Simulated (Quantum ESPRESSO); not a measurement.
# GaP (F-43m): optical modes of a strained layer

Aim: strain and stress coefficients of the optical modes of GaP (F-43m) under biaxial strain in the (001) plane.

Main program and level: Quantum ESPRESSO 7.5; DFT LDA, scalar-relativistic, plane waves, PseudoDojo norm-conserving pseudopotentials.

**1. The relaxed structure**

The structure is cubic, space group F-43m (No. 216). The conventional cell has a = 5.387 Å, b = 5.387 Å, c = 5.387 Å, α = 90.00°, β = 90.00°, γ = 90.00°. Nearest to Ga lie 4 P at 2.33 Å. Nearest to P lie 4 Ga at 2.33 Å. Farther neighbours are not listed.

Structure file:

```cif
data_structure
_symmetry_space_group_name_H-M 'P 1'
_symmetry_Int_Tables_number 1
_cell_length_a 3.8094
_cell_length_b 3.8094
_cell_length_c 3.8094
_cell_angle_alpha 60.000
_cell_angle_beta 60.000
_cell_angle_gamma 60.000
_cell_volume 39.09
loop_
_atom_site_label
_atom_site_type_symbol
_atom_site_fract_x
_atom_site_fract_y
_atom_site_fract_z
_atom_site_occupancy
Ga1 Ga 0.00000 0.00000 0.00000 1
P2 P 0.25000 0.25000 0.25000 1
```

This is the cell after its relaxation at this level of theory, not the database cell from which that began.

**2. Strained cells**

The in-plane lattice vectors are held at a strain ε, as on a substrate; the length along z is set so that σ_zz vanishes; symmetry keeps the atoms on their sites. Modes are taken without the LO-TO term. Cutoff 88 Ry, k mesh 8×8×8.

From the response at ε = -0.03:

The log of the run:

```text
[banners, grids, parts of the stress and lines that vanish by symmetry left out]
Program PHONON v.7.5
     Reading xml data from directory:

[...]
Exchange-correlation= PW
                           (   1   4   0   0   0   0   0)
[...]
kinetic-energy cut-off    =      88.0000  Ry
     charge density cut-off    =     352.0000  Ry
     convergence threshold     =      1.0E-18
[...]
Exchange-correlation= PW
                           (   1   4   0   0   0   0   0)
[...]
q = (   0.0000000   0.0000000   0.0000000 )
      9 Sym.Ops. (with q -> -q+G )
     G cutoff =  460.7738  (  28511 G-vectors)     FFT grid: ( 45, 45, 45)
     number of k points=    59
[...]
Mode symmetry, D_2d (-42m) point group:
[...]
Dielectric constant
[...]
End of electric fields calculation
          Dielectric constant in cartesian axis
          (      11.238714101      -0.000000000       0.000000000 )
          (      -0.000000000      11.238714101       0.000000000 )
          (      -0.000000000      -0.000000000      11.652987354 )
          Effective charges (d Force / dE) in cartesian axis without acoustic sum rule applied (asr)
           atom    1  Ga    Mean Z*:        1.99457
      Ex  (        1.91124       -0.00000        0.00000 )
      Ey  (        0.00000        1.91124       -0.00000 )
      Ez  (        0.00000       -0.00000        2.16122 )
           atom    2  P     Mean Z*:       -2.11035
      Ex  (       -2.03382        0.00000        0.00000 )
      Ey  (        0.00000       -2.03382        0.00000 )
      Ez  (       -0.00000       -0.00000       -2.26342 )
          Effective charges Sum: Mean:       -0.11579
[...]
Effective charges (d Force / dE) in cartesian axis with asr applied:
           atom    1  Ga    Mean Z*:        2.05246
[...]
atom    2  P     Mean Z*:       -2.05246
[...]
Representation #   1 mode #   1
[...]
End of self-consistent calculation
     Convergence has been achieved
     Representation #   2 mode #   2
[...]
End of self-consistent calculation
     Convergence has been achieved
     Representation #   3 modes #   3   4
[...]
End of self-consistent calculation
     Convergence has been achieved
     Representation #   4 modes #   5   6
[...]
End of self-consistent calculation
     Convergence has been achieved
[...]
Dielectric constant in cartesian axis
          (      11.238714101      -0.000000000       0.000000000 )
          (      -0.000000000      11.238714101       0.000000000 )
          (      -0.000000000      -0.000000000      11.652987354 )
          Effective charges (d Force / dE) in cartesian axis without acoustic sum rule applied (asr)
           atom    1  Ga    Mean Z*:        1.99457
      Ex  (        1.91124       -0.00000        0.00000 )
      Ey  (        0.00000        1.91124       -0.00000 )
      Ez  (        0.00000       -0.00000        2.16122 )
           atom    2  P     Mean Z*:       -2.11035
      Ex  (       -2.03382        0.00000        0.00000 )
      Ey  (        0.00000       -2.03382        0.00000 )
      Ez  (       -0.00000       -0.00000       -2.26342 )
          Effective charges Sum: Mean:       -0.11579
[...]
Effective charges (d Force / dE) in cartesian axis with asr applied:
           atom    1  Ga    Mean Z*:        2.05246
[...]
atom    2  P     Mean Z*:       -2.05246
[...]
q = (    0.000000000   0.000000000   0.000000000 )
[...]
freq (    1) =      -0.045156 [THz] =      -1.506238 [cm-1]
     freq (    2) =      -0.045156 [THz] =      -1.506238 [cm-1]
     freq (    3) =      -0.043686 [THz] =      -1.457209 [cm-1]
     freq (    4) =      11.324709 [THz] =     377.751616 [cm-1]
     freq (    5) =      11.324709 [THz] =     377.751616 [cm-1]
     freq (    6) =      11.475012 [THz] =     382.765184 [cm-1]
[...]
Mode symmetry, D_2d (-42m) point group:
     freq (   1-   1) =         -1.5  [cm-1]   --> B_2  X_3  W_2   I+R
     freq (   2-   3) =         -1.5  [cm-1]   --> E    X_5  W_3   I+R
     freq (   4-   5) =        377.8  [cm-1]   --> E    X_5  W_3   I+R
     freq (   6-   6) =        382.8  [cm-1]   --> B_2  X_3  W_2   I+R

   JOB DONE.
```

The run at ε = -0.01 is held back.

```csv
ε,ε_zz,"σ_xx (GPa, tension positive)",singlet (cm⁻¹),doublet (cm⁻¹)
-0.03,0.0264,-4.96,382.77,377.75
-0.02,0.0176,-3.21,376.81,373.93
-0.01,0.0088,-1.55,held back,held back
0,0.0000,0.00,365.28,365.28
0.01,-0.0090,1.44,359.76,360.53
0.02,-0.0181,2.79,354.41,355.53
0.03,-0.0274,4.05,349.20,350.27
```

**3. The fit**

Parabolas ω = ω₀ + a ε + b ε² through the other rows:

```csv
mode,ω₀ (cm⁻¹),a (cm⁻¹),b (cm⁻¹)
singlet,365.3,-560,782
doublet,365.3,-459,-1403
```

The biaxial modulus, the linear term of σ_xx, is 150 GPa, so the singlet mode moves by a/M = -3.7 cm⁻¹ a GPa of tensile stress. The ratio −ε_zz/ε near zero is 0.90. For ε = -0.01 the fits predict 370.96 and 369.72 cm⁻¹.

**4. The run that was held back**

The log of the run:

```text
[banners, grids, parts of the stress and lines that vanish by symmetry left out]
[banner, memory and clock lines left out]
Program PHONON v.7.5

[...]
Exchange-correlation= PW
                           (   1   4   0   0   0   0   0)
[...]
kinetic-energy cut-off    =      88.0000  Ry
     charge density cut-off    =     352.0000  Ry
     convergence threshold     =      1.0E-18
[...]
Exchange-correlation= PW
                           (   1   4   0   0   0   0   0)
[...]
q = (   0.0000000   0.0000000   0.0000000 )
      9 Sym.Ops. (with q -> -q+G )
     G cutoff =  461.5481  (  29123 G-vectors)     FFT grid: ( 45, 45, 45)
     number of k points=    59
[...]
Mode symmetry, D_2d (-42m) point group:
[...]
Dielectric constant
[...]
End of electric fields calculation
          Dielectric constant in cartesian axis
          (      11.434386455      -0.000000000       0.000000000 )
          (      -0.000000000      11.434386455      -0.000000000 )
          (       0.000000000      -0.000000000      11.557605578 )
          Effective charges (d Force / dE) in cartesian axis without acoustic sum rule applied (asr)
           atom    1  Ga    Mean Z*:        2.02327
      Ex  (        1.99505        0.00000       -0.00000 )
      Ey  (        0.00000        1.99505        0.00000 )
      Ez  (       -0.00000        0.00000        2.07973 )
           atom    2  P     Mean Z*:       -2.14099
      Ex  (       -2.11484        0.00000        0.00000 )
      Ey  (        0.00000       -2.11484        0.00000 )
      Ez  (       -0.00000       -0.00000       -2.19329 )
[...]
Convergence has been achieved
     Representation #   4 modes #   5   6
[...]
End of self-consistent calculation
     Convergence has been achieved
[...]
Dielectric constant in cartesian axis
          (      11.434386455      -0.000000000       0.000000000 )
          (      -0.000000000      11.434386455      -0.000000000 )
          (       0.000000000      -0.000000000      11.557605578 )
          Effective charges (d Force / dE) in cartesian axis without acoustic sum rule applied (asr)
           atom    1  Ga    Mean Z*:        2.02327
      Ex  (        1.99505        0.00000       -0.00000 )
      Ey  (        0.00000        1.99505        0.00000 )
      Ez  (       -0.00000        0.00000        2.07973 )
           atom    2  P     Mean Z*:       -2.14099
      Ex  (       -2.11484        0.00000        0.00000 )
      Ey  (        0.00000       -2.11484        0.00000 )
      Ez  (       -0.00000       -0.00000       -2.19329 )
          Effective charges Sum: Mean:       -0.11771
[...]
Effective charges (d Force / dE) in cartesian axis with asr applied:
           atom    1  Ga    Mean Z*:        2.08213
[...]
atom    2  P     Mean Z*:       -2.08213
[...]
q = (    0.000000000   0.000000000   0.000000000 )
[...]
freq (    1) =       0.072602 [THz] =       2.421729 [cm-1]
     freq (    2) =       0.072602 [THz] =       2.421729 [cm-1]
     freq (    3) =       0.077008 [THz] =       2.568719 [cm-1]
     freq (    4) =      11.085439 [THz] =     369.770442 [cm-1]
     freq (    5) =      11.085439 [THz] =     369.770442 [cm-1]
     freq (    6) =      11.121781 [THz] =     370.982683 [cm-1]
[...]
Mode symmetry, D_2d (-42m) point group:
     freq (   1-   2) =          2.4  [cm-1]   --> E    X_5  W_3   I+R
     freq (   3-   3) =          2.6  [cm-1]   --> B_2  X_3  W_2   I+R
     freq (   4-   5) =        369.8  [cm-1]   --> E    X_5  W_3   I+R
     freq (   6-   6) =        371.0  [cm-1]   --> B_2  X_3  W_2   I+R
```

It gives 370.98 and 369.77 cm⁻¹.

**5. Results**

```json
{"strain coefficient of the singlet mode": "-560 cm⁻¹", "strain coefficient of the doublet mode": "-459 cm⁻¹", "biaxial modulus": "150 GPa"}
```

In words: One per cent of tensile strain moves the singlet mode of GaP (F-43m) by -5.6 cm⁻¹ and the doublet mode by -4.6 cm⁻¹; the fits miss the run held back by up to 0.05 cm⁻¹. At 3 % strain the quadratic term is 4 % of the linear one for the singlet mode and 9 % for the doublet mode. In a polar crystal the line seen along z is the LO mode, whose shift differs. These are harmonic values at zero temperature, without the LO-TO term, for a homogeneous, dislocation-free layer.

[Host names and launcher messages were left out of these logs when they were recorded.]

[Logs are printed without paths, hosts, clocks, repeated set-up lines and the standing remarks that a program may print on its own settings, such as how far it seeks lower states.]

[Hosts, paths, dates, database ids (printed as entryN), source tags and the programs' standing remarks are cut or masked in the printed files.]
